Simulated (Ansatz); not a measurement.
# The perfect armchair BP nanoribbon (N = 4, H/H2 edges), part 4 of 4

What gap, if any, does the armchair BP nanoribbon (N = 4, H/H2 edges) have, and how does it change with the functional and under strain?

Ansatz 0.2.0; DFT PBE, plane waves, PAW; relaxation of a wire's period (the session's first sound run).

So far, band gap (eV): step 3 (bands of the perfect wire, PBE) 1.32; step 5 (levels at the same atoms, level PBEsol, cutoff 420 eV, PBEsol PBE) 1.30; step 6 (levels at the same atoms, level r2SCAN, cutoff 500 eV, r2SCAN PBE) 1.50; step 7 (levels at the same atoms, level HSE06, cutoff 420 eV, HSE06 PBE) 1.85; step 9 (strain along the wire, period over the relaxed period 1.03, PBE) 1.41.

## (10) Strain along the wire, period over the relaxed period 1.06 (continued)

Level of this step: DFT PBE, plane waves, PAW; relaxation at a fixed period (Ansatz).

The electronic bands at the labelled points (eV, zero at the Fermi level):

```csv
point,up 18,up 19,up 20,up 21,down 18,down 19,down 20,down 21
Γ,-1.38,-0.75,0.75,1.94,-1.38,-0.75,0.75,1.94
halfway,-1.63,-1.19,1.50,1.88,-1.63,-1.19,1.50,1.88
Z,-2.46,-1.15,1.36,2.55,-2.46,-1.15,1.36,2.55
```

The gap is 1.49 eV, against 1.32 eV under PBE at the relaxed period, with no moment.

## (11) A repeat with changed settings

This step: DFT LDA, plane waves, PAW; bands of a perfect wire at the PBE geometry; changed: scf.eigensolver.kind = "davidson", basis.precision = "f64", kpoints.mp_grid.shift = [0.0, 0.0, 0.5] (Ansatz 0.2.0).

The atoms of the band run (LDA) are kept and the input is varied, to see whether the result depends on it.

The input, input.yaml:

```yaml
crystal:
  lattice:
    - [13.76, 0.0, 0.0]
    - [0.0, 9.256, 0.0]
    - [0.0, 0.0, 5.5895162939]
  atoms:
    - { symbol: B, position: [0.337514762, 0.5, 0.996152448] }
    - { symbol: B, position: [0.568738581, 0.5, 0.004788851] }
    - { symbol: P, position: [0.34468662, 0.5, 0.320754334] }
    - { symbol: P, position: [0.573315599, 0.5, 0.33207396] }
    - { symbol: H, position: [0.743964649, 0.608656673, 0.430855654] }
    - { symbol: H, position: [0.743964649, 0.391343327, 0.430855654] }
    - { symbol: H, position: [0.25652891, 0.5, 0.449688834] }
    - { symbol: B, position: [0.457299948, 0.5, 0.497526179] }
    - { symbol: B, position: [0.700404568, 0.5, 0.486526703] }
    - { symbol: P, position: [0.454302067, 0.5, 0.834359575] }
    - { symbol: P, position: [0.69073587, 0.5, 0.835164372] }
    - { symbol: H, position: [0.26081936, 0.5, 0.895827035] }
    - { symbol: H, position: [0.745328324, 0.615983793, 0.932050118] }
    - { symbol: H, position: [0.745328324, 0.384016207, 0.932050118] }
kpoints:
  mp_grid: { grid: [1, 1, 11], shift: [0.0, 0.0, 0.5] }
  band_path: { path: ["Γ", Z], npoints: 50 }
scf:
  occupations: { method: fermi_dirac, width: 0.05 }
  eigensolver: { kind: davidson }
hamiltonian:
  xc: lda
basis:
  precision: f64
```

Launch:

```sh
$ ansatz run input.yaml --threads 8 --pin off --max-ram 16384MiB --backend cpu --events-out ev --progress --plain --runs-dir out
```

Numbers of over 12 decimals in the logs are rounded to 6 here.

Log:

```text
[...]
Crystal: 14 atoms, lattice volume = 711.895 Å³
Basis set: ecut = 420 eV, 13929 PW (Γ)
Bands: 33, of which v1, the nominal top of the filled ones, is band 19 counted from 1 (18 counted from 0)
Symmetry: 2 space group operations
[...]
k-points: 6 of 11 (time reversal used)
[...]
SCF iter   1: F=—  HF=-3595.415425 eV  |F-HF|=—  |Δ(HF+E_count)|=         —  Δρ=4.13e-3  dr2=1.29e-1  ethr=1.77e-3  ⟨swp⟩=12.7  Hψ=1244  notcnv=0
[...]
SCF iter   8: F=-3595.398051 eV  HF=-3595.398051 eV  |F-HF|=3.53e-8  |Δ(HF+E_count)|=   2.87e-7  Δρ=2.37e-6  dr2=7.79e-8  ethr=1.76e-9  ⟨swp⟩=3.0  Hψ=359  notcnv=0
SCF 1 converged in 8 iterations: F = -3595.398051 eV  dr2 = 7.79e-8
[...]
SCF converged after 8 iterations
Free energy (F): -3595.398051 eV
[...]
Internal energy: -3595.398050 eV  (E = F + TS)
E sigma→0 (E₀):  -3595.398050 eV
Entropy (-TS):   -0.000001 eV (-0.000 meV/atom)
Fermi energy:    -2.481993 eV
[...]
--- Band table (eV; the first three rows and the last of 6) ---
  k-point 0: bands = [... 15 lower, -5.1958, -5.0646, -4.1168, -3.1765, -1.7875, -0.5792, 0.3479, 0.6604, ... 10 higher]
  k-point 1: bands = [... 15 lower, -5.3138, -5.1150, -4.0990, -3.5071, -1.4245, -0.6895, 0.4057, 0.6186, ... 10 higher]
  k-point 2: bands = [... 15 lower, -5.5303, -5.2563, -4.1437, -3.8435, -1.0807, -0.7299, 0.4874, 0.5907, ... 10 higher]
  k-point 5: bands = [... 15 lower, -5.8633, -5.2232, -5.1593, -3.8377, -1.3488, 0.3124, 0.5387, 0.5696, ... 10 higher]
```

It took 17 s on 8 threads of Arm Neoverse V1, shared host; peak memory 1.7 GiB; 2.2 min of CPU time.

Numbers from this step:

- band gap: 1.270 eV

It took 17 s against 13 s for the run it varies.

The band gap stays within 0.2 % plus 0.001 of the run it varies.

## (12) A varied input

This step: DFT LDA, plane waves, PAW; bands of a perfect wire at the PBE geometry; changed: scf.mixing.preconditioner = "none", hamiltonian.dispersion = "d3bj" (Ansatz 0.2.0).

The atoms of the band run (LDA) are kept and the input is varied, to see whether the result depends on it.

input.yaml: that of step 11 with these lines changed.

```diff
@@ -21,3 +21,3 @@
 kpoints:
-  mp_grid: { grid: [1, 1, 11], shift: [0.0, 0.0, 0.5] }
+  mp_grid: { grid: [1, 1, 11] }
   band_path: { path: ["Γ", Z], npoints: 50 }
@@ -25,6 +25,5 @@
   occupations: { method: fermi_dirac, width: 0.05 }
-  eigensolver: { kind: davidson }
+  mixing: { preconditioner: none }
 hamiltonian:
   xc: lda
-basis:
-  precision: f64
+  dispersion: d3bj
```

Log:

```text
Warning: the engine holds no damping parameters fitted to this dispersion correction and functional, so the run takes those fitted to pbe (hamiltonian.dispersion, under Limitations)
[...]
Crystal: 14 atoms, lattice volume = 711.895 Å³
Basis set: ecut = 420 eV, 13929 PW (Γ)
Bands: 33, of which v1, the nominal top of the filled ones, is band 19 counted from 1 (18 counted from 0)
Symmetry: 2 space group operations
[...]
--- Band table (eV; the first three rows and the last of 6) ---
  k-point 0: bands = [... 15 lower, -5.1801, -5.0600, -4.1196, -3.1192, -1.8490, -0.5626, 0.3401, 0.6650, ... 10 higher]
  k-point 1: bands = [... 15 lower, -5.2410, -5.0807, -4.1085, -3.3209, -1.6301, -0.6248, 0.3702, 0.6451, ... 10 higher]
  k-point 2: bands = [... 15 lower, -5.4110, -5.1726, -4.0985, -3.6973, -1.2139, -0.7496, 0.4487, 0.5928, ... 10 higher]
  k-point 5: bands = [... 15 lower, -5.8258, -5.3476, -5.0213, -3.8421, -1.3357, 0.3162, 0.3768, 0.5911, ... 10 higher]
[key lines of the parts left out:]
SCF converged after 9 iterations
Free energy (F): -3596.311761 eV
Fermi energy:    -2.483873 eV
```

Elapsed: 13 s, on 8 threads; peak memory 1.8 GiB.

It took 13 s against 13 s for the run it varies.

The band gap stays within 0.2 % plus 0.001 of the run it varies.

## (13) Summary of results

```yaml
cell_length_pbe: 5.590 Å
conductance_pbe: 1.7e-11 G₀
gap_pbe: 1.32 eV
gap_lda: 1.27 eV
gap_pbesol: 1.30 eV
gap_r2scan: 1.50 eV
gap_hse06: 1.85 eV
gap_period_scaled_by_1p03: 1.41 eV
gap_period_scaled_by_1p06: 1.49 eV
```

In words: Under PBE the cell's length is 5.59 Å, no moment survives, and a gap of 1.32 eV makes it a semiconductor. At the relaxed period the wire is gapped under every functional, from 1.27 eV (LDA) to 1.85 eV (HSE06). Weak screening in one dimension makes quasiparticle gaps larger than the semilocal gaps, as a rule. Strain matters: under PBE the gap goes from 1.32 eV to 1.41 eV at 1.03 times the period and 1.49 eV at 1.06 times the period. Transport is coherent and elastic here: the atoms are frozen, so scattering by vibrations plays no part. A hybrid's gap is read on a coarse mesh, without a band path.

[Logs are printed without paths, hosts, clocks, repeated set-up lines and the standing remarks that a program may print on its own settings, such as how far it seeks lower states.]

[Hosts, paths, dates, database ids (printed as entryN), source tags and the programs' standing remarks are cut or masked in the printed files.]
